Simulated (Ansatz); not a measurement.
BaSr2Ti3O9 (perovskite [001] superlattice) (P4mm), computed twice by G0W0.

The structure was built from a prototype and need not be the compound's stable phase.

The structure is tetragonal, space group P4mm (No. 99). The conventional cell has a = 3.912 Å, b = 3.912 Å, c = 11.838 Å, α = 90.00°, β = 90.00°, γ = 90.00°. Nearest to Sr lie 12 O at 2.70 to 2.80 Å. Nearest to O lie 2 Ti at 1.85 to 2.04 Å and 4 Sr at 2.77 Å. Ti has 6 O at 1.86 to 2.04 Å nearest. Nearest to O lie 2 Ti at 1.96 Å and 4 Sr at 2.70 to 2.82 Å. Nearest to Sr lie 12 O at 2.69 to 2.82 Å. Nearest to O lie 2 Ti at 1.86 to 2.04 Å and 4 Sr at 2.77 Å. It derives from SrTiO3. Farther neighbours and most contacts between anions are not listed.

```yaml
crystal:
  lattice:
    - [3.91234, 0.00000, 0.00000]
    - [0.00000, 3.91234, 0.00000]
    - [0.00000, 0.00000, 11.83810]
  atoms:
    - { symbol: Sr, position: [0.00000, 0.00000, 0.08692] }
    - { symbol: O, position: [0.50000, 0.50000, 0.08014] }
    - { symbol: Ti, position: [0.50000, 0.50000, 0.25272] }
    - { symbol: O, position: [0.50000, 0.00000, 0.24417] }
    - { symbol: O, position: [0.00000, 0.50000, 0.24417] }
    - { symbol: Sr, position: [0.00000, 0.00000, 0.41604] }
    - { symbol: O, position: [0.50000, 0.50000, 0.40948] }
    - { symbol: Ti, position: [0.50000, 0.50000, 0.58194] }
    - { symbol: O, position: [0.50000, 0.00000, 0.57156] }
    - { symbol: O, position: [0.00000, 0.50000, 0.57156] }
    - { symbol: Ba, position: [0.00000, 0.00000, 0.74975] }
    - { symbol: O, position: [0.50000, 0.50000, 0.74211] }
    - { symbol: Ti, position: [0.50000, 0.50000, 0.92418] }
    - { symbol: O, position: [0.50000, 0.00000, 0.91744] }
    - { symbol: O, position: [0.00000, 0.50000, 0.91744] }
```

The structure was relaxed with PBEsol. The runs that relaxed it are not among those shown. Spin-orbit coupling is left out unless a run names it.

The first (Ansatz 0.2.0; start PBEsol, 6×6×2 mesh, 609 empty bands, screening to 130 eV, PAW set soft_1 files; 1 × NVIDIA H100 80GB HBM3 (shared by 6 runs) with 3 threads of AMD EPYC 7R13 (Zen 3), shared host) gave, on its mesh: starting gap 1.86 eV, G0W0 gap 3.53 eV, RPA ε∞ (mean) 6.01, 3.5 min.

Q: The second changes empty bands from 609 to 154 and screening cutoff (eV) from 130.0 to 52. What does it give?

It gave: starting gap 1.86 eV, G0W0 gap 3.74 eV, RPA ε∞ (mean) 6.11, 55 s. The G0W0 gap moves by +0.21 eV, +0.00 eV from the start and +0.21 eV from the correction. Σc changes by +0.36 eV at the valence top and +0.57 eV at the conduction bottom, and Σx − Vxc between them by +0.00 eV.

Limits: not at the basis limit; no spin-orbit coupling.

[Paths, hosts, dates, memory and timing lines, banners, echoed tables and standing remarks are left out of the program output.]

[Logs are printed without paths, hosts, clocks, repeated set-up lines and the standing remarks that a program may print on its own settings, such as how far it seeks lower states.]

[Runs of the session that timed out or met a known fault of the program may be left out.]

[Cells called generated may have been cut or substituted from an entry of the Crystallography Open Database or the Materials Project.]

[Hosts, paths, dates, database ids (printed as entryN), source tags and the programs' standing remarks are cut or masked in the printed files.]
